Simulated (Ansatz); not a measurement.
## CsLi2Br3 (Immm):H_Br, thermodynamic levels from a 72-atom cell

Aim: at which Fermi levels does H_Br in CsLi2Br3 (Immm) change its charge? The model is a cell of 72 host atoms with 1 Br taken out and 1 H put in.

Program: Ansatz 0.2.0. Level of theory: place-levels on PBEsol runs: charge-transition levels and formation energies with image-charge correction and potential alignment at the atomic sites. Results are calculated unless marked as measured.

### 1. Set-up

The cell holds 72 atoms: 12 Cs, 24 Li, 35 Br and 1 H. Its edges and angles: a = 13.853 Å, b = 11.980 Å, c = 13.179 Å, α = 90.0°, β = 90.0°, γ = 67.3°. It derives from CsLi2Br3 (space group Immm). Nearest the centre at fractional (0.667, 0.500, 0.500): H69 at 0.00 Å, Li57 at 2.53 Å, Li53 at 2.53 Å, Cs28 at 3.60 Å, Cs52 at 3.60 Å, Cs50 at 3.60 Å, Cs26 at 3.60 Å, Br66 at 3.99 Å.

Structure file:

```xyz
72
Lattice="13.8531 0.0000 0.0000 4.6177 11.0537 0.0000 0.0000 0.0000 13.1792" Properties=species:S:1:pos:R:3 pbc="T T T"
Cs    2.3089    5.5269    0.0000
Cs    4.6177    8.2903    6.5896
Cs    2.3089    0.0000    0.0000
Cs    4.6177    2.7634    6.5896
Li    2.3089    5.5269    4.0586
Li    4.6177    8.2903   10.6482
Li    2.3089    0.0000    4.0586
Li    4.6177    2.7634   10.6482
Li    2.3089    5.5269    9.1205
Li    4.6177    8.2903    2.5310
Li    2.3089    0.0000    9.1205
Li    4.6177    2.7634    2.5310
Br    0.0000    0.0000   10.3044
Br    2.3089    2.7634    3.7148
Br    4.6177    5.5269   10.3044
Br    6.9266    8.2903    3.7148
Br    0.0000    0.0000    2.8748
Br    2.3089    2.7634    9.4643
Br    4.6177    5.5269    2.8748
Br    6.9266    8.2903    9.4643
Br    2.3089    5.5269    6.5896
Br    4.6177    8.2903    0.0000
Br    2.3089    0.0000    6.5896
Br    4.6177    2.7634    0.0000
Cs    6.9266    5.5269    0.0000
Cs    9.2354    8.2903    6.5896
Cs    6.9266    0.0000    0.0000
Cs    9.2354    2.7634    6.5896
Li    6.9266    5.5269    4.0586
Li    9.2354    8.2903   10.6482
Li    6.9266    0.0000    4.0586
Li    9.2354    2.7634   10.6482
Li    6.9266    5.5269    9.1205
Li    9.2354    8.2903    2.5310
Li    6.9266    0.0000    9.1205
Li    9.2354    2.7634    2.5310
Br    4.6177    0.0000   10.3044
Br    6.9266    2.7634    3.7148
Br    9.2354    5.5269   10.3044
Br   11.5443    8.2903    3.7148
Br    4.6177    0.0000    2.8748
Br    6.9266    2.7634    9.4643
Br    9.2354    5.5269    2.8748
Br   11.5443    8.2903    9.4643
Br    6.9266    5.5269    6.5896
Br    9.2354    8.2903    0.0000
Br    6.9266    0.0000    6.5896
Br    9.2354    2.7634    0.0000
Cs   11.5443    5.5269    0.0000
Cs   13.8531    8.2903    6.5896
Cs   11.5443    0.0000    0.0000
Cs   13.8531    2.7634    6.5896
Li   11.5443    5.5269    4.0586
Li   13.8531    8.2903   10.6482
Li   11.5443    0.0000    4.0586
Li   13.8531    2.7634   10.6482
Li   11.5443    5.5269    9.1205
Li   13.8531    8.2903    2.5310
Li   11.5443    0.0000    9.1205
Li   13.8531    2.7634    2.5310
Br    9.2354    0.0000   10.3044
Br   11.5443    2.7634    3.7148
Br   13.8531    5.5269   10.3044
Br   16.1620    8.2903    3.7148
Br    9.2354    0.0000    2.8748
Br   11.5443    2.7634    9.4643
Br   13.8531    5.5269    2.8748
Br   16.1620    8.2903    9.4643
H    11.5443    5.5269    6.5896
Br   13.8531    8.2903    0.0000
Br   11.5443    0.0000    6.5896
Br   13.8531    2.7634    0.0000
```

Screening for the image-charge correction: ε∞ = (3.11, 3.22, 3.04), ε0 = (6.58, 24.18, 6.70), from a response run on this crystal (DFPT, PBEsol) at that run's own cell.

The cell's shortest repeat is 12.0 Å.

### 2. Charge states

A transition level is the Fermi level at which two charge states cost the same, so each charge needs its own total energy, at its own relaxed structure.

Each atom starts 0.05 Å or so off its site in a random direction: a symmetric start keeps its symmetry, and would miss off-centre moves and Jahn–Teller distortions. Forces are taken at one point at (¼, ¼, ¼). The cell holds 1 electron more than the neutral one, with a uniform background that keeps it neutral on the whole. The electron count is odd, so at least one spin is unpaired; this run locks the moment at 1 μB.

The sampling was tested on the host first: at the k-points planned (1x1x1 shifted 0.25 0.25 0.25) its energy lies 0.002 eV an atom from the dense-mesh value, under the bound of 0.02 eV set for this test; that bounds the host's error, not the defect's.

One of the inputs; charge, spin and start change from state to state.

qm1_M1.relax/input.yaml

```yaml
crystal:
  lattice:
    - [4.61771326, 0.0, 0.0]
    - [4.61771326, 11.05374873, 0.0]
    - [0.0, 0.0, 13.17917308]
  atoms:
    - { symbol: Cs, position: [0.0, 0.5, 0.0] }
    - { symbol: Cs, position: [0.25, 0.75, 0.5] }
    - { symbol: Cs, position: [0.5, 0.0, 0.0] }
    - { symbol: Cs, position: [0.75, 0.25, 0.5] }
    - { symbol: Li, position: [0.0, 0.5, 0.30795831] }
    - { symbol: Li, position: [0.25, 0.75, 0.80795831] }
    - { symbol: Li, position: [0.5, 0.0, 0.30795831] }
    - { symbol: Li, position: [0.75, 0.25, 0.80795831] }
    - { symbol: Li, position: [0.0, 0.5, 0.69204169] }
    - { symbol: Li, position: [0.25, 0.75, 0.19204169] }
    - { symbol: Li, position: [0.5, 0.0, 0.69204169] }
    - { symbol: Li, position: [0.75, 0.25, 0.19204169] }
    - { symbol: Br, position: [0.0, 0.0, 0.78187158] }
    - { symbol: Br, position: [0.25, 0.25, 0.28187158] }
    - { symbol: Br, position: [0.5, 0.5, 0.78187158] }
    - { symbol: Br, position: [0.75, 0.75, 0.28187158] }
    - { symbol: Br, position: [0.0, 0.0, 0.21812842] }
    - { symbol: Br, position: [0.25, 0.25, 0.71812842] }
    - { symbol: Br, position: [0.5, 0.5, 0.21812842] }
    - { symbol: Br, position: [0.75, 0.75, 0.71812842] }
    - { symbol: Br, position: [0.0, 0.5, 0.5] }
    - { symbol: Br, position: [0.25, 0.75, 0.0] }
    - { symbol: Br, position: [0.5, 0.0, 0.5] }
    - { symbol: Br, position: [0.75, 0.25, 0.0] }
  supercell: [3, 1, 1]
  defects: [{ substitution: { at: 68, symbol: H } }]
total_charge: -1
basis:
  ecutwfc: 420
  xc_grid: 2
hamiltonian:
  xc: pbesol
kpoints:
  mp_grid: { grid: [1, 1, 1], shift: [0.25, 0.25, 0.25] }
magnetization:
  spin_polarized: true
  initial_magnetization: 1
  spin_locking: { lock_magnetization: hard }
scf:
  occupations: { method: fixed }
  max_iter: 100
output:
  forces: true
  charged_corrections: { epsilon: [3.11, 3.22, 3.04], static_epsilon: [6.58, 24.18, 6.7] }
relax:
  f_tol: 0.02
  max_steps: 80
  random_displacement: { amplitude: 0.05, seed: 4505 }
checkpoint:
  write: "../qm1_M1.relax.run"
  compress: false
  write_wavefunctions: true
  write_every: 100000
```

Command:

```sh
> ansatz run input.yaml --threads 4 --pin off --max-ram 14131MiB --backend cpu --events-out ev --progress --plain --runs-dir out
```

The relaxed structure is kept and the sampling changed to a 2×2×2 shifted mesh.

The run of this state that the levels use, under PBEsol:

qm1_M1.point/input.yaml

```yaml
crystal:
  checkpoint: "../qm1_M1.relax.run"
  host: checkpoint
total_charge: -1
basis:
  ecutwfc: 420
  xc_grid: 2
hamiltonian:
  xc: pbesol
kpoints:
  mp_grid: { grid: [2, 2, 2], shift: [0.5, 0.5, 0.5] }
magnetization:
  spin_polarized: true
  initial_magnetization: 1
  spin_locking: { lock_magnetization: hard }
scf:
  occupations: { method: fermi_dirac, width: 0.01 }
  max_iter: 100
output:
  forces: true
  eigenvalues: true
  charged_corrections:
    epsilon: [3.11, 3.22, 3.04]
    static_epsilon: [6.58, 24.18, 6.7]
    defect_position: [0.666667, 0.5, 0.5]
  eigenstates: { localisation: true }
  populations: true
  efg: {}
  band_densities: [{ bands: [v1, v1] }, { bands: [c1, c1] }]
  write_density: true
  write_potential: true
  volumetric_format: npy
checkpoint:
  read: "../qm1_M1.relax.run"
  write: "../qm1_M1.point.run"
  compress: false
  write_wavefunctions: false
  write_every: 100000
```

Relaxations under PBEsol at one point at (¼, ¼, ¼); times on 4 threads of Arm Neoverse V1, shared host:

```
charge  moment (μB)  occupations    outcome  steps  largest displacement against the far atoms (Å)     time
    −1            1        fixed  converged      8                                            0.51  6.4 min
     0            0        fixed  converged      6                                            0.49  2.5 min
    +1            1        fixed  converged     19                                            1.73   18 min
```

Single points under PBEsol at a 2×2×2 shifted mesh; times on 4 threads of Arm Neoverse V1, shared host:

```
charge  moment (μB)  occupations    outcome     time
    −1            1  fermi-dirac  converged  8.9 min
     0            0  fermi-dirac  converged  3.7 min
    +1            1  fermi-dirac  converged  7.3 min
```

Distances (Å) from H69 to the nearest atoms after relaxation with PBEsol:

```
charge  moment (μB)       1.       2.       3.       4.       5.       6.
    −1            1  Li 2.02  Li 2.02  Cs 3.56  Cs 3.56  Cs 3.58  Cs 3.58
     0            0  Li 2.04  Li 2.04  Cs 3.55  Cs 3.56  Cs 3.57  Cs 3.58
    +1            1  Li 1.98  Br 2.13  Cs 3.21  Cs 3.22  Br 3.57  Br 3.57
```

### 3. place-levels, PBEsol

A charged cell interacts with its images and the background, and its potential has another zero than the host's. place-levels removes the first by a point-charge model, screened by the static dielectric constant since the ions have relaxed around the charge, and the second by comparing potentials at atoms far from the defect.

The host is a run of the defect-free crystal in the same cutoffs, grids and k-points, so that basis and sampling errors cancel in part in the differences. Its band edges come from a run of the primitive cell that searches the zone for them. The host is run in a cell of 24 atoms on a matching mesh. Chemical potentials are energies per atom of Br (solid Br2 (Cmce)) and H (H2 molecule), run with the same functional and cutoff.

levels.point.yaml

```yaml
host:
  run: host.point.run
  levels_from: { run: edges.point.run }
states: [qm1_M1.point.run, q0.point.run, qp1_M1.point.run]
geometry_from:
  qm1_M1.point.run: qm1_M1.relax.run
  q0.point.run: q0.relax.run
  qp1_M1.point.run: qp1_M1.relax.run
  host.point.run: host.relax.run
chemical_potentials:
  Br:
    energy: -2736.47272
    dataset: "<sha256 of the dataset>"
  H:
    energy: -15.609288
    dataset: "<sha256 of the dataset>"
epsilon: [3.11, 3.22, 3.04]
static_epsilon: [6.58, 24.18, 6.7]
vertical:
  - { from: qm1_M1.point.run, to: qm1_M1.point_neutral.run }
  - { from: qp1_M1.point.run, to: qp1_M1.point_neutral.run }
```

Command:

```sh
> ansatz place-levels levels.point.yaml -- --threads 4 --pin off --max-ram 14131MiB
```

Numbers of over 12 decimals in the logs are rounded to 6 here.

The program printed:

```text
[... repeated set-up lines and file paths are left out, and long positions are rounded to six places ...]
(+1/0) 0.686 eV above the valence edge, 3.628 eV under the conduction edge
(0/-1) 4.353 eV above the valence edge (+4.802 eV without the band-filling correction), in the conduction band
formation energy of charge +1: +2.362 eV with the Fermi level at the valence edge
formation energy of charge 0: +3.047 eV with the Fermi level at the valence edge
formation energy of charge -1: +7.400 eV with the Fermi level at the valence edge
vertical -1 to 0: no energy, since no alignment is typed
  the change from vertical[0].from (qm1_M1.point.run) to vertical[0].to (qm1_M1.point_neutral.run): by its potential at epsilon [3.11, 3.22, 3.04] it is spread over the cell along a vector, with an rms radius of about 9.5 Å (5.6 5.3 5.5 Å across the planes of [...]
vertical +1 to 0: no energy, since no alignment is typed
  the change from vertical[1].from (qp1_M1.point.run) to vertical[1].to (qp1_M1.point_neutral.run): by its potential at epsilon [3.11, 3.22, 3.04] it stands at 0.629 0.615 0.622, with an rms radius of about 1.5 Å (0.0 1.1 1.0 Å across the planes of the cell's [...]
  edges by pbesol of host.levels_from (edges.point.run), its mesh sampled to repeats of 36.94 Å (the valence edge +0.099 eV and the conduction edge -0.350 eV from those of the host's own run), gap 4.314 eV; the host is sampled to repeats of 28.81 Å
  the defect's cells are sampled to repeats of 28.81 Å, like sampling
  charge +1: -167811.2491 eV with its correction of -0.012 eV, at epsilon [6.58, 24.18, 6.7], aligned at sites: -0.1558 eV, mean over 41 atomic sites at or beyond 5.99 Å from the defect at [0.6667, 0.5000, 0.5000], with -0.045365 for the charge's moments and [...]
  charge 0: +0.000 eV for its dipole among its images, +0.000 omitted
  charge -1: -167801.2164 eV with its correction of +0.203 eV, at epsilon [6.58, 24.18, 6.7], aligned at sites: -0.0587 eV, mean over 41 atomic sites at or beyond 5.99 Å from the defect at [0.6667, 0.5000, 0.5000], with +0.000000 for the charge's moments and [...]
  of states[2] (qp1_M1.point.run): stability_check_not_made
  of states[1] (q0.point.run): its displacements don't fall off away from the defect: farther atoms stand 0.02 Å off the host's places. [...]
  of states[0] (qm1_M1.point.run): it parts from the run at its places by a charge that spreads by about 5.3 Å along one vector (1.9 Å or more is wide), by its potential at epsilon [3.11, 3.22, 3.04], taken for that of held ions (one typed too small widens [...]
  of vertical[0].from (qm1_M1.point.run): its displacements don't fall off away from the defect: farther atoms stand 0.023 Å off the host's places. [...]
  of vertical[0].to (qm1_M1.point_neutral.run): its displacements don't fall off away from the defect: farther atoms stand 0.023 Å off the host's places. [...]
  of vertical[1].from (qp1_M1.point.run): stability_check_not_made
```

Elapsed: 0.39 s, on 4 threads of Arm Neoverse V1, shared host.

Levels between the charges placed, in eV above the valence top:

```
        gap (eV)  (+1/0)  (0/−1)
PBEsol      4.31    0.69    4.35
```

Corrections by state:

```
charge  moment (μB)  image terms and alignment (eV)  band filling (eV)                                ε used  over the lowest of its charge, as the program ranks them, band filling apart (eV)
    +1          1.0                          -0.012                  -  principal values (6.58, 6.70, 24.18)                                                                              0.000
     0          0.0                           0.000                  -                                     -                                                                              0.000
    −1          1.0                           0.203             -0.450  principal values (6.58, 6.70, 24.18)                                                                              0.000
```

The charged structures listed were also run neutral, and place-levels reads from each pair, by the potential or the spins, how wide the charge is by which they differ; that can be the carrier of either run.

```
charge  rms radius (Å)  spread where it is widest against the cell (Å)  wide from (Å)  reading
    +1             1.5                                            1.10           1.91   narrow
    −1             9.5                                            5.34           1.91     wide
```

The neutral runs of these pairs need not share the spin of the lowest neutral state, and very wide values only mean spread over the cell.

From the program's caveats on the states, each cut to its opening words:

- charge +1 (1 μB): flagged: stability check not made
- charge 0: its displacements don't fall off away from the defect: farther atoms stand 0.02 Å off the host's places
- charge −1 (1 μB): it parts from the run at its places by a charge that spreads by about 5.3 Å along one vector (1.9 Å or more is wide), by its potential at epsilon [3.11, 3.22, [...]
- charge −1 (1 μB): a band-filling correction moves a carrier to the host's band edge, which changes its energy by -0.450 eV
- charge −1 (1 μB): its displacements don't fall off away from the defect: farther atoms stand 0.023 Å off the host's places
- charge −1 (1 μB): its moments are held at its close (magnetization.spin_locking), by a field of 0.054 eV a Bohr magneton, and its energy and levels are of the state that this [...]

Chemical potentials of the elements' reference phases, run alike. Formation energies (elemental references), with the Fermi level at the valence top and at the conduction bottom (gap 4.31 eV):

```
charge  at valence top (eV)  at conduction bottom (eV)  correction included (eV)
    +1                 2.36                       6.68                     -0.01
     0                 3.05                       3.05                      0.00
    −1                 7.40                       3.09                     -0.25
```

(Fermi level (eV), lowest formation energy (eV)): (0.00, 2.36), (0.39, 2.75), (0.78, 3.05), (1.18, 3.05), (1.57, 3.05), (1.96, 3.05), (2.35, 3.05), (2.75, 3.05), (3.14, 3.05), (3.53, 3.05), (3.92, 3.05), (4.31, 3.05)

### 4. Effect of the sampling

The relaxations' own energies give the levels at their sampling, for comparison.

levels.relax_mesh.yaml

```yaml
host:
  run: host.relax.run
  levels_from: { run: edges.relax.run }
states: [qm1_M1.relax.run, q0.relax.run, qp1_M1.relax.run]
chemical_potentials:
  Br:
    energy: -2736.47272
    dataset: "<sha256 of the dataset>"
  H:
    energy: -15.609288
    dataset: "<sha256 of the dataset>"
```

Command:

```sh
> ansatz place-levels levels.relax_mesh.yaml -- --threads 4 --pin off --max-ram 14131MiB
```

The program printed:

```text
(+1/0) 0.686 eV above the valence edge, 3.628 eV under the conduction edge
[...]
formation energy of charge +1: +2.341 eV with the Fermi level at the valence edge
formation energy of charge 0: +3.027 eV with the Fermi level at the valence edge
formation energy of charge -1: +7.378 eV with the Fermi level at the valence edge
  edges by pbesol of host.levels_from (edges.relax.run), its mesh sampled to repeats of 36.94 Å (the valence edge +0.098 eV and the conduction edge -0.350 eV from those of the host's own run), gap 4.314 eV; the host is sampled to repeats of 14.40 Å
[... the lines on each state left out ...]
```

Elapsed: 0.14 s, on 4 threads.

Levels between neighbouring charges, in eV above the valence top:

```
                        gap (eV)  (+1/0)  (0/−1)
one point at (¼, ¼, ¼)      4.31    0.69    4.35
  a 2×2×2 shifted mesh      4.31    0.69    4.35
```

Going from one point at (¼, ¼, ¼) to a 2×2×2 shifted mesh moves the levels that carry no band-filling term by up to 0.00 eV and formation energies against the elements by up to 0.02 eV; band-filling terms, which differ between samplings, are in these energies.

### 5. Summary of results

- gap of the host: 4.31 eV (PBEsol)
- level (plus 1/0): 0.69 eV above the valence top
- level (0/minus 1): 4.35 eV above the valence top, past the conduction bottom (4.80 eV above the valence top without the band-filling term)
- lowest of the charges placed, just above the valence top (0.02 eV): +1
- lowest of the charges placed, just below the conduction bottom (0.02 eV): 0
- lowest formation energy at mid-gap of the charges run, elemental references: 3.05 eV

In words: Of the charges placed (−1, 0 and +1), the lowest changes at 0.69 eV (+1/0) above the valence top, in a gap of 4.31 eV. Charges above +1 were not placed, so these runs say nothing of levels that involve them. States placed: +1 at 1 μB; 0 at 0 μB; −1 at 1 μB. Other spin states or structures, where not listed, weren't placed. The program finds carriers beyond a band edge of the host and adds a band-filling term at charge −1 (-0.45 eV); steps to such a charge show no bound level, and a defect level inside a band would be read the same way. At charge +1 the atom put in ends up to 1.7 Å from its starting place, so the name tells the start alone and the levels can join different sites. H is taken at its element; compounds, which aren't counted here, bound the chemical potentials and would shift these formation energies. Going from one point at (¼, ¼, ¼) to a 2×2×2 shifted mesh moves the levels that carry no band-filling term by up to 0.00 eV and formation energies against the elements by up to 0.02 eV; band-filling terms, which differ between samplings, are in these energies. Keep in mind: PBEsol makes the gap too small and tends to spread out bound carriers; spin–orbit coupling, which can matter with heavy atoms, is left out.

[Logs are printed without paths, hosts, clocks, repeated set-up lines and the standing remarks that a program may print on its own settings, such as how far it seeks lower states.]

[Hosts, paths, dates, database ids (printed as entryN), source tags and the programs' standing remarks are cut or masked in the printed files.]

[Where a table of states has a column of steps, it counts the stored structures, which are thinned; the runs took as many ionic steps or more.]

[A defect's name tells the site on which it was built; relaxed atoms can leave that site.]

[For some hosts the program warned that the k-mesh of the response run may be too coarse for force constants and the static dielectric constant; such warnings are not shown here.]
